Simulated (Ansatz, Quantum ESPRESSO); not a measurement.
# Ballistic transmission: Sn chain with one bond drawn out by 0.3 Å, part 2 of 4

Aim: the zero-bias transmission with pwcond for this junction: Sn chain with one bond drawn out by 0.3 Å.

Quantum ESPRESSO 7.5; plane-wave DFT, PBE, GBRV ultrasoft pseudopotentials; cross-check by Ansatz 0.2.0 with PAW datasets.

So far. Step 2 (Self-consistent run): The run needed 16 iterations to bring the estimated error under 1e-07 Ry; the largest force on any atom, held or free, is 0.52 eV/Å.

## Step 3: Transmission with pwcond.x

Level of this step: transmission by pwcond, lead and junction from one cell; plane-wave DFT, PBE, GBRV ultrasoft pseudopotentials (Quantum ESPRESSO).

prefixt takes both regions from one run: the lead from 0 to bdl, the scattering region from bdl to bds (units of alat). ikind = 1 puts the same lead on both sides. The program's T_tot counts both spins in a run without spin; the tables below give T per spin.

Input file cond.in:

```
&inputcond
  outdir = './out'
  prefixt = 'scf'
  tran_file = 'cond.dat'
  bdl = 0.7333333333
  bds = 3.7066666667
  ikind = 1
  ewind = 4.0
  epsproj = 1e-05
  nz1 = 7
  energy0 = 2.0
  denergy = -0.1
/
1
  0.00000000 0.00000000 1.00000000
41
```

On the command line:

```sh
> OMP_NUM_THREADS=1 mpirun -n 4 pwcond.x -in cond.in > cond.out
```

Output:

```text
[banner, memory and clock lines left out]
Program PWCOND v.7.5 starts

          URL

     ./out/scf.save/

     IMPORTANT: XC functional enforced from input :
     Exchange-correlation= PBE
                           (   1   4   3   4   0   0   0)
     Any further DFT definition will be discarded
     Please, verify this is what you really want

     negative rho (up, down):  5.202E-06 0.000E+00
     Reading collected, re-writing distributed wavefunctions

===== INPUT FILE containing all the regions =====

     GEOMETRY:

     lattice parameter (alat)  =      14.1729  a.u.
     the volume                =   10552.7081 (a.u.)^3
     the cross section         =     200.8724 (a.u.)^2
     l of the unit cell        =       3.7067 (alat)
     number of atoms/cell      =           10
     number of atomic types    =            1

     crystal axes: (cart. coord. in units of alat)
               a(1) = (  1.0000  0.0000  0.0000 )
               a(2) = (  0.0000  1.0000  0.0000 )
               a(3) = (  0.0000  0.0000  3.7067 )

   Cartesian axes

     site n.     atom                  positions (alat units)
          1        Sn     tau(  1)=(  0.5000  0.5000  3.7067  )
          2        Sn     tau(  2)=(  0.5000  0.5000  0.3667  )
          3        Sn     tau(  3)=(  0.5000  0.5000  0.7333  )
          4        Sn     tau(  4)=(  0.5000  0.5000  1.1000  )
          5        Sn     tau(  5)=(  0.5000  0.5000  1.4667  )
          6        Sn     tau(  6)=(  0.5000  0.5000  1.8733  )
          7        Sn     tau(  7)=(  0.5000  0.5000  2.2400  )
          8        Sn     tau(  8)=(  0.5000  0.5000  2.6067  )
          9        Sn     tau(  9)=(  0.5000  0.5000  2.9733  )
         10        Sn     tau( 10)=(  0.5000  0.5000  3.3400  )

     nr1s                      =           54
     nr2s                      =           54
     nr3s                      =          200
     nr1sx                     =           54
     nr2sx                     =           54
     nr3sx                     =          200
     nr1                       =           60
     nr2                       =           60
     nr3                       =          225
     nr1x                      =           60
     nr2x                      =           60
     nr3x                      =          225

 _______________________________
  Radii of nonlocal spheres:

     type       ibeta     ang. mom.          radius (alat units)
       Sn         1         0                    0.1476
       Sn         2         0                    0.1476
       Sn         3         1                    0.1476
       Sn         4         1                    0.1476
       Sn         5         2                    0.1476
       Sn         6         2                    0.1476
----- General information -----

--- T calc. with identical leads (ikind=1) ---

     nrx                       =           54
     nry                       =           54
     nz1                       =            7

     energy0               =         2.0E+00
     denergy               =        -1.0E-01
     nenergy               =         41
     ecut2d                =         3.4E+01
     ewind                 =         4.0E+00
     epsproj               =         1.0E-05

     number of k_|| points=    1
                       cryst. coord.
        k(    1) = (   0.0000000   0.0000000), wk =   1.0000000
----- Information about left/right lead -----

     nocros                   =           18
     noins                    =           18
     norb                     =           54
     norbf                    =          162
     nrz                      =           40

      iorb      type   ibeta   ang. mom.   m       position (alat)
        1        1       1        0        1   taunew(   1)=(  0.5000  0.5000  0.0000)
        2        1       2        0        1   taunew(   2)=(  0.5000  0.5000  0.0000)
        3        1       3        1        1   taunew(   3)=(  0.5000  0.5000  0.0000)
        4        1       3        1        2   taunew(   4)=(  0.5000  0.5000  0.0000)
        5        1       3        1        3   taunew(   5)=(  0.5000  0.5000  0.0000)
        6        1       4        1        1   taunew(   6)=(  0.5000  0.5000  0.0000)
        7        1       4        1        2   taunew(   7)=(  0.5000  0.5000  0.0000)
        8        1       4        1        3   taunew(   8)=(  0.5000  0.5000  0.0000)
        9        1       5        2        1   taunew(   9)=(  0.5000  0.5000  0.0000)
       10        1       5        2        2   taunew(  10)=(  0.5000  0.5000  0.0000)
       11        1       5        2        3   taunew(  11)=(  0.5000  0.5000  0.0000)
       12        1       5        2        4   taunew(  12)=(  0.5000  0.5000  0.0000)
       13        1       5        2        5   taunew(  13)=(  0.5000  0.5000  0.0000)
       14        1       6        2        1   taunew(  14)=(  0.5000  0.5000  0.0000)
       15        1       6        2        2   taunew(  15)=(  0.5000  0.5000  0.0000)
       16        1       6        2        3   taunew(  16)=(  0.5000  0.5000  0.0000)
       17        1       6        2        4   taunew(  17)=(  0.5000  0.5000  0.0000)
       18        1       6        2        5   taunew(  18)=(  0.5000  0.5000  0.0000)
       19        1       1        0        1   taunew(  19)=(  0.5000  0.5000  0.3667)
       20        1       2        0        1   taunew(  20)=(  0.5000  0.5000  0.3667)
       21        1       3        1        1   taunew(  21)=(  0.5000  0.5000  0.3667)
       22        1       3        1        2   taunew(  22)=(  0.5000  0.5000  0.3667)
       23        1       3        1        3   taunew(  23)=(  0.5000  0.5000  0.3667)
       24        1       4        1        1   taunew(  24)=(  0.5000  0.5000  0.3667)
       25        1       4        1        2   taunew(  25)=(  0.5000  0.5000  0.3667)
       26        1       4        1        3   taunew(  26)=(  0.5000  0.5000  0.3667)
       27        1       5        2        1   taunew(  27)=(  0.5000  0.5000  0.3667)
       28        1       5        2        2   taunew(  28)=(  0.5000  0.5000  0.3667)
       29        1       5        2        3   taunew(  29)=(  0.5000  0.5000  0.3667)
       30        1       5        2        4   taunew(  30)=(  0.5000  0.5000  0.3667)
       31        1       5        2        5   taunew(  31)=(  0.5000  0.5000  0.3667)
       32        1       6        2        1   taunew(  32)=(  0.5000  0.5000  0.3667)
       33        1       6        2        2   taunew(  33)=(  0.5000  0.5000  0.3667)
       34        1       6        2        3   taunew(  34)=(  0.5000  0.5000  0.3667)
[...]
150        1       4        1        1   taunew( 150)=(  0.5000  0.5000  2.9733)
      151        1       4        1        2   taunew( 151)=(  0.5000  0.5000  2.9733)
      152        1       4        1        3   taunew( 152)=(  0.5000  0.5000  2.9733)
      153        1       5        2        1   taunew( 153)=(  0.5000  0.5000  2.9733)
      154        1       5        2        2   taunew( 154)=(  0.5000  0.5000  2.9733)
      155        1       5        2        3   taunew( 155)=(  0.5000  0.5000  2.9733)
      156        1       5        2        4   taunew( 156)=(  0.5000  0.5000  2.9733)
      157        1       5        2        5   taunew( 157)=(  0.5000  0.5000  2.9733)
      158        1       6        2        1   taunew( 158)=(  0.5000  0.5000  2.9733)
      159        1       6        2        2   taunew( 159)=(  0.5000  0.5000  2.9733)
      160        1       6        2        3   taunew( 160)=(  0.5000  0.5000  2.9733)
      161        1       6        2        4   taunew( 161)=(  0.5000  0.5000  2.9733)
      162        1       6        2        5   taunew( 162)=(  0.5000  0.5000  2.9733)
 ngper, shell number =          545          70
 ngper, n2d =          545         123
---  E-Ef =    2.0000000  k =    0.0000000   0.0000000
---  ie =          1  ik =          1
 Nchannels of the left tip =            3
 Right moving states:
   k1(2pi/a)   k2(2pi/a)   E-Ef (eV)
  -0.2555346   0.0000191   2.0000000
  -0.2555346   0.0000191   2.0000000
   0.3702142   0.0000118   2.0000000
 Left moving states:
   k1(2pi/a)   k2(2pi/a)   E-Ef (eV)
   0.2555346   0.0000191   2.0000000
   0.2555346   0.0000191   2.0000000
  -0.3702142   0.0000118   2.0000000

 to transmit
 Band j to band i transmissions and reflections:
    j         i     |T_ij|^2    |R_ij|^2

    1 -->     1     0.88126     0.04525
    1 -->     2     0.00000     0.07349
    1 -->     3     0.00000     0.00000
   Total T_j, R_j =    0.88126  0.11874

    2 -->     1     0.00000     0.07349
    2 -->     2     0.88126     0.04525
    2 -->     3     0.00000     0.00000
   Total T_j, R_j =    0.88126  0.11874

    3 -->     1     0.00000     0.00000
    3 -->     2     0.00000     0.00000
    3 -->     3     0.96073     0.03927
   Total T_j, R_j =    0.96073  0.03927

E-Ef(ev), T(x2 spins) =    2.0000000   5.4464940
---  E-Ef =    1.9000000  k =    0.0000000   0.0000000
---  ie =          2  ik =          1
 Nchannels of the left tip =            3
 Right moving states:
   k1(2pi/a)   k2(2pi/a)   E-Ef (eV)
  -0.2709161   0.0000193   1.9000000
  -0.2709161   0.0000193   1.9000000
   0.3635990   0.0000118   1.9000000
 Left moving states:
   k1(2pi/a)   k2(2pi/a)   E-Ef (eV)
   0.2709161   0.0000193   1.9000000
   0.2709161   0.0000193   1.9000000
  -0.3635990   0.0000118   1.9000000

 to transmit
 Band j to band i transmissions and reflections:
    j         i     |T_ij|^2    |R_ij|^2

    1 -->     1     0.88327     0.03383
    1 -->     2     0.00000     0.08290
    1 -->     3     0.00000     0.00000
   Total T_j, R_j =    0.88327  0.11673

    2 -->     1     0.00000     0.08290
    2 -->     2     0.88327     0.03383
    2 -->     3     0.00000     0.00000
   Total T_j, R_j =    0.88327  0.11673

    3 -->     1     0.00000     0.00000
    3 -->     2     0.00000     0.00000
    3 -->     3     0.96068     0.03932
   Total T_j, R_j =    0.96068  0.03932

E-Ef(ev), T(x2 spins) =    1.9000000   5.4544494
---  E-Ef =    1.8000000  k =    0.0000000   0.0000000
---  ie =          3  ik =          1
 Nchannels of the left tip =            3
 Right moving states:
   k1(2pi/a)   k2(2pi/a)   E-Ef (eV)
  -0.2863259   0.0000195   1.8000000
  -0.2863259   0.0000195   1.8000000
   0.3569614   0.0000118   1.8000000
 Left moving states:
   k1(2pi/a)   k2(2pi/a)   E-Ef (eV)
   0.2863259   0.0000195   1.8000000
   0.2863259   0.0000195   1.8000000
  -0.3569614   0.0000118   1.8000000

 to transmit
 Band j to band i transmissions and reflections:
    j         i     |T_ij|^2    |R_ij|^2

    1 -->     1     0.88491     0.02593
    1 -->     2     0.00000     0.08916
    1 -->     3     0.00000     0.00000
   Total T_j, R_j =    0.88491  0.11509

    2 -->     1     0.00000     0.08916
    2 -->     2     0.88491     0.02593
    2 -->     3     0.00000     0.00000
   Total T_j, R_j =    0.88491  0.11509

    3 -->     1     0.00000     0.00000
    3 -->     2     0.00000     0.00000
    3 -->     3     0.96059     0.03941
   Total T_j, R_j =    0.96059  0.03941

E-Ef(ev), T(x2 spins) =    1.8000000   5.4608148
[... further energies and points left out ...]
---  E-Ef =   -1.8000000  k =    0.0000000   0.0000000
---  ie =         39  ik =          1
 Nchannels of the left tip =            1
 Right moving states:
   k1(2pi/a)   k2(2pi/a)   E-Ef (eV)
   0.0939183   0.0000110  -1.8000000
 Left moving states:
   k1(2pi/a)   k2(2pi/a)   E-Ef (eV)
  -0.0939183   0.0000110  -1.8000000

 to transmit
 Band j to band i transmissions and reflections:
    j         i     |T_ij|^2    |R_ij|^2

    1 -->     1     0.94900     0.05100
   Total T_j, R_j =    0.94900  0.05100

E-Ef(ev), T(x2 spins) =   -1.8000000   1.8979970
---  E-Ef =   -1.9000000  k =    0.0000000   0.0000000
---  ie =         40  ik =          1
 Nchannels of the left tip =            1
 Right moving states:
   k1(2pi/a)   k2(2pi/a)   E-Ef (eV)
   0.0854866   0.0000110  -1.9000000
 Left moving states:
   k1(2pi/a)   k2(2pi/a)   E-Ef (eV)
  -0.0854866   0.0000110  -1.9000000

 to transmit
 Band j to band i transmissions and reflections:
    j         i     |T_ij|^2    |R_ij|^2

    1 -->     1     0.94846     0.05154
   Total T_j, R_j =    0.94846  0.05154

E-Ef(ev), T(x2 spins) =   -1.9000000   1.8969263
---  E-Ef =   -2.0000000  k =    0.0000000   0.0000000
---  ie =         41  ik =          1
 Nchannels of the left tip =            1
 Right moving states:
   k1(2pi/a)   k2(2pi/a)   E-Ef (eV)
   0.0769118   0.0000109  -2.0000000
 Left moving states:
   k1(2pi/a)   k2(2pi/a)   E-Ef (eV)
  -0.0769118   0.0000109  -2.0000000

 to transmit
 Band j to band i transmissions and reflections:
    j         i     |T_ij|^2    |R_ij|^2

    1 -->     1     0.94789     0.05211
   Total T_j, R_j =    0.94789  0.05211

E-Ef(ev), T(x2 spins) =   -2.0000000   1.8957865
   T_tot     2.00000      0.54465E+01
   T_tot     1.90000      0.54544E+01
   T_tot     1.80000      0.54608E+01
   T_tot     1.70000      0.54645E+01
   T_tot     1.60000      0.54642E+01
   T_tot     1.50000      0.54586E+01
   T_tot     1.40000      0.54474E+01
   T_tot     1.30000      0.54315E+01
   T_tot     1.20000      0.54139E+01
   T_tot     1.10000      0.53987E+01
   T_tot     1.00000      0.53910E+01
   T_tot     0.90000      0.53957E+01
   T_tot     0.80000      0.54168E+01
   T_tot     0.70000      0.54556E+01
   T_tot     0.60000      0.55109E+01
   T_tot     0.50000      0.55604E+01
   T_tot     0.40000      0.56353E+01
   T_tot     0.30000      0.56888E+01
   T_tot     0.20000      0.57192E+01
   T_tot     0.10000      0.57193E+01
   T_tot    -0.00000      0.56878E+01
   T_tot    -0.10000      0.56298E+01
   T_tot    -0.20000      0.55538E+01
   T_tot    -0.30000      0.54660E+01
   T_tot    -0.40000      0.53596E+01
   T_tot    -0.50000      0.51988E+01
   T_tot    -0.60000      0.49062E+01
   T_tot    -0.70000      0.43549E+01
   T_tot    -0.80000      0.29686E+01
   T_tot    -0.90000      0.19096E+01
   T_tot    -1.00000      0.19082E+01
   T_tot    -1.10000      0.19069E+01
   T_tot    -1.20000      0.19055E+01
   T_tot    -1.30000      0.19041E+01
   T_tot    -1.40000      0.19027E+01
   T_tot    -1.50000      0.19014E+01
   T_tot    -1.60000      0.19002E+01
   T_tot    -1.70000      0.18991E+01
   T_tot    -1.80000      0.18980E+01
   T_tot    -1.90000      0.18969E+01
   T_tot    -2.00000      0.18958E+01

Note: The following floating-point exceptions are signalling: IEEE_UNDERFLOW_FLAG
Note: The following floating-point exceptions are signalling: IEEE_UNDERFLOW_FLAG
Note: The following floating-point exceptions are signalling: IEEE_UNDERFLOW_FLAG
Note: The following floating-point exceptions are signalling: IEEE_UNDERFLOW_FLAG
```

Elapsed: 3.3 min, on 4 MPI ranks of Arm Neoverse N1, shared host; peak memory 0.36 GiB; 13 min of CPU time.

This step gave:

- lead channels at the Fermi level, one spin: 3
- transmission at the Fermi level, one spin: 2.844
- conductance: 2.844 G₀

Per spin. The open channels by energy, zero at the Fermi level:

```csv
energy (eV),open channels
-2.00,1
-1.90,1
-1.70,1
-1.60,1
-1.40,1
-1.30,1
-1.20,1
-1.00,1
-0.90,1
-0.80,3
-0.60,3
-0.50,3
-0.30,3
-0.20,3
-0.10,3
0.00,3
0.10,3
0.20,3
0.30,3
0.50,3
0.60,3
0.80,3
0.90,3
1.00,3
1.20,3
1.30,3
1.40,3
1.60,3
1.70,3
1.90,3
2.00,3
```

Per spin. Table of transmission by energy, zero at the Fermi level:

energy (eV), transmission and a bar from the least value:
```
    -2.00       0.95 
    -1.90       0.95 
    -1.70       0.95 
    -1.60       0.95 
    -1.40       0.95 
    -1.30       0.95 
    -1.20       0.95 
    -1.00       0.95 
    -0.90       0.95 
    -0.80       1.48 ########
    -0.60       2.45 ########################
    -0.50       2.60 ##########################
    -0.30       2.73 ############################
    -0.20       2.78 #############################
    -0.10       2.81 #############################
     0.00       2.84 ##############################
     0.10       2.86 ##############################
     0.20       2.86 ##############################
     0.30       2.84 ##############################
     0.50       2.78 #############################
     0.60       2.76 ############################
     0.80       2.71 ############################
     0.90       2.70 ###########################
     1.00       2.70 ###########################
     1.20       2.71 ############################
     1.30       2.72 ############################
     1.40       2.72 ############################
     1.60       2.73 ############################
     1.70       2.73 ############################
     1.90       2.73 ############################
     2.00       2.72 ############################
```

The program's own clock; routines nest. Time by routine:

```csv
routine,wall time (s),calls
PWCOND,199.8,1
scatter_forw,158.7,82
compbs,22.28,41
compbs_2,18.49,41
local,13.76,1
init,1.25,1
poten,0.13,1
```

At no point does T exceed the number of channels.

(Part 2 of 4 ends here.)

[Logs are printed without paths, hosts, clocks, repeated set-up lines and the standing remarks that a program may print on its own settings, such as how far it seeks lower states.]

[Hosts, paths, dates, database ids (printed as entryN), source tags and the programs' standing remarks are cut or masked in the printed files.]

[Maps of the electrostatic potential energy from Ansatz leave out the sawtooth potential of an applied field or a dipole correction, so their vacuum need not be flat; planar profiles and work functions include it.]
